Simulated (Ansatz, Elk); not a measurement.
# How far do independent atoms describe Y2VPb2?, part 2 of 2

Structure refinements treat a crystal as free atoms side by side. For a made-up structure of Y2VPb2 (cell and positions from a PBEsol relaxation) the runs below show what the calculated density changes in F(hkl).

Elk 11.2.3 (patched build); all-electron DFT.

So far: Starting point; Ground state and structure factors; The magnetisation density.

The structure was built from a prototype and need not be the compound's stable phase.

## 4. The highest occupied states alone

Level of this step: DFT, PBE, all-electron APW+lo, Dirac cores, scalar-relativistic bands, static density, ferromagnetic start (Elk).

An energy window below the Fermi level keeps the highest occupied states, to see at which angles they scatter; shallow core shells can lie inside it and anion s states outside. No new self-consistency is needed.

File elk.in:

```
tasks
  195

xctype
  20

spinpol
  .true.

rgkmax
  7.0

gmaxvr
  14.0

lmaxo
  7

lmaxapw
  8

swidth
  0.002

tshift
  .false.

ramdisk
  .false.

hmaxvr
  5.5

maxscl
  120

epspot
  1e-06

reducebf
  0.8

wsfac
  -0.173330 0.567660

sppath
  './'

avec
  -4.14279096710 6.09179725082 8.52942278102
  4.14279096710 -6.09179725082 8.52942278102
  4.14279096710 6.09179725082 -8.52942278102

atoms
  3
  'Pb.in'
  2
  0.7352075504 0.5000000000 0.2352075504   0.000000 0.000000 0.000000
  0.2647924496 0.5000000000 0.7647924496   0.000000 0.000000 0.000000
  'Y.in'
  2
  0.7052569519 0.2052569519 0.5000000000   0.000000 0.000000 0.000000
  0.2947430481 0.7947430481 0.5000000000   0.000000 0.000000 0.000000
  'V.in'
  1
  -0.0000000000 0.0000000000 -0.0000000000   0.000000 0.000000 -0.115000

ngridk
  5 5 5
```

The run is started by

```sh
> OMP_NUM_THREADS=4 elk
```

Numbers of over 12 decimals in the logs are rounded to 6 here.

Output:

```text
┌─────────────────────────────────┐
│ Elk code version 11.2.3 started │
└─────────────────────────────────┘

Info(readinput): the functional depends on the density's gradient
 muffin-tin radial points multiplied by    2.00000
 (not where nrmtscf is given)

┌────────────────────┐
│ Current task : 195 │
└────────────────────┘

Info(sfacrho): density structure factors written to SFACRHO.OUT

 Energy window :  -0.1733300000      0.5676600000

┌──────────────────┐
│ Elk code stopped │
└──────────────────┘
```

Elapsed: 22 s, on 4 threads of Intel Xeon Platinum 8259CL at 2.50GHz (Skylake/Cascade Lake), shared host; peak memory 0.29 GiB; 29 s of CPU time.

States within 12 eV below the Fermi level hold 19.00 electrons; any levels below the window count with the cores. Their amplitudes can exceed the total, where window and core parts have opposite phase:

| hkl | sin θ/λ (Å⁻¹) | abs F, window | abs F, all |
| --- | --- | --- | --- |
| 011 | 0.095 | 2.445 | 13.405 |
| 002 | 0.111 | 5.373 | 114.810 |
| 101 | 0.127 | 0.183 | 112.475 |
| 110 | 0.138 | 1.879 | 33.951 |
| 020 | 0.155 | 0.798 | 60.139 |
| 112 | 0.177 | 2.061 | 84.445 |
| 013 | 0.183 | 1.716 | 51.100 |
| 022 | 0.191 | 0.896 | 173.169 |
| 121 | 0.200 | 1.943 | 170.273 |
| 103 | 0.202 | 1.175 | 167.190 |

## 5. Another functional

The difference from free atoms is small, so it is set against the change that LDA (Perdew-Wang) makes.

elk.in, as its differences from that of step 4:

```diff
@@ -1,6 +1,8 @@
 tasks
+  0
   195
+  196
 
 xctype
-  20
+  3
 
@@ -42,5 +44,2 @@
 
-wsfac
-  -0.173330 0.567660
-
 sppath
```

The run is started by

```sh
> OMP_NUM_THREADS=4 elk
```

Output:

```text
┌─────────────────────────┐
│ Elk code version 11.2.3 │
└─────────────────────────┘

All units are atomic (Hartree, Bohr, etc.)

┌─────────────────────────────────────────────────┐
│ Ground-state run starting from atomic densities │
└─────────────────────────────────────────────────┘

Lattice vectors :
  -4.142790967       6.091797251       8.529422781
   4.142790967      -6.091797251       8.529422781
   4.142790967       6.091797251      -8.529422781

Reciprocal lattice vectors :
 -0.1125202003E-16  0.5157086693      0.3683241802
[...]
total charge                :    265.0000000
 error                       :   0.2712301379E-02

Moments :
 interstitial                :   0.5359473950
 muffin-tins
  species : 1 (Pb)
[...]
species : 2 (Y)
[...]
atom 2                    :   0.1138197405E-01
  species : 3 (V)
   atom 1                    :    2.125551195
 total in muffin-tins        :    2.121482470
 total moment                :    2.657429865

┌──────────────────────────────┐
│ Self-consistent loop stopped │
└──────────────────────────────┘

Warning : core states of species 1 leak from the muffin-tin :   0.1238502614E-02

Wrote STATE.OUT
[key lines of the parts left out:]
total energy                :     -49546.094243154
```

Elapsed: 4.7 min, on 4 threads; peak memory 0.41 GiB.

Against the first run R = 0.01 %; the largest change is -0.046 at 204. The moment goes from 2.98 to 2.66 μB.

## 6. A coarser k-mesh

About half the k-points along each axis test the sampling.

elk.in, as its differences from that of step 5:

```diff
@@ -6,3 +6,3 @@
 xctype
-  3
+  20
 
@@ -67,2 +67,2 @@
 ngridk
-  5 5 5
+  2 2 2
```

The run is started by

```sh
> OMP_NUM_THREADS=4 elk
```

Output:

```text
┌─────────────────────────┐
│ Elk code version 11.2.3 │
└─────────────────────────┘

All units are atomic (Hartree, Bohr, etc.)

┌─────────────────────────────────────────────────┐
│ Ground-state run starting from atomic densities │
└─────────────────────────────────────────────────┘

Lattice vectors :
  -4.142790967       6.091797251       8.529422781
   4.142790967      -6.091797251       8.529422781
   4.142790967       6.091797251      -8.529422781

Reciprocal lattice vectors :
 -0.1125202003E-16  0.5157086693      0.3683241802
[...]
total charge                :    265.0000000
 error                       :   0.2753052802E-02

Moments :
 interstitial                :  -0.3783446336
 muffin-tins
  species : 1 (Pb)
[...]
species : 2 (Y)
[...]
atom 2                    :   0.3974122964E-01
  species : 3 (V)
   atom 1                    :   -2.163182863
 total in muffin-tins        :   -1.981342996
 total moment                :   -2.359687630

┌──────────────────────────────┐
│ Self-consistent loop stopped │
└──────────────────────────────┘

Warning : core states of species 1 leak from the muffin-tin :   0.1234634952E-02

Wrote STATE.OUT
[key lines of the parts left out:]
total energy                :     -49578.076343215
```

The job ended after 4.1 min (4 threads; peak memory 0.59 GiB).

Against the first run R = 0.02 %; the largest change is -0.103 at 200. The moment goes from 2.98 to 2.36 μB.

## 7. Settings against the effect

```csv
run,R against the first run (%),"R against neutral atoms, low angle (%)",wall time
"PBE, rgkmax 7",0.00,0.19,7.9 min
LDA (Perdew-Wang),0.01,0.19,4.7 min
k-mesh 2×2×2,0.02,0.19,4.1 min
```

## 8. Results

```
R against neutral atoms, sin θ/λ < 0.3 Å⁻¹ : 0.19 %
R against neutral atoms, 0.3 to 0.60 Å⁻¹   : 0.07 %
```

What this shows: Independent neutral atoms miss the calculated amplitudes by R = 0.19 % below 0.3 Å⁻¹ and 0.07 % from there to 0.60 Å⁻¹; by shells, 0.21 % below 0.15 Å⁻¹ (4 forms), 0.19 % 0.15 to 0.3 (22 forms), 0.05 % 0.3 to 0.45 (42 forms), 0.08 % above 0.45 (81 forms). Bonding, aspherical density and the tables' own atoms all enter these figures, and the runs don't part them. The largest change of an amplitude is -0.58 electrons, at 200. The magnetic order is that of the start. No other order was tried here, and an antiferromagnetic one would change or move the magnetic intensity. The window's part falls from 19.0 electrons at the origin to at most 0.49 between 0.45 and 0.60 Å⁻¹. Below 0.3 Å⁻¹ the changes that finished (LDA (Perdew-Wang) and k-mesh 2×2×2) move F by R = 0.03 % at most, against the 0.19 % that separates it from free atoms. The magnetic factors move by R = 6.5 % (LDA (Perdew-Wang)) and 5.5 % (k-mesh 2×2×2), so they aren't settled to better than that. The basis has no finished test. Spin-orbit coupling is left out, which can matter for elements this heavy. Part of the difference isn't bonding: the tables are fits to free atoms and ions calculated by other methods than this functional. Thermal motion, anomalous dispersion and extinction are left out.

[Logs are printed without paths, hosts, clocks, repeated set-up lines and the standing remarks that a program may print on its own settings, such as how far it seeks lower states.]

[Hosts, paths, dates, database ids (printed as entryN), source tags and the programs' standing remarks are cut or masked in the printed files.]
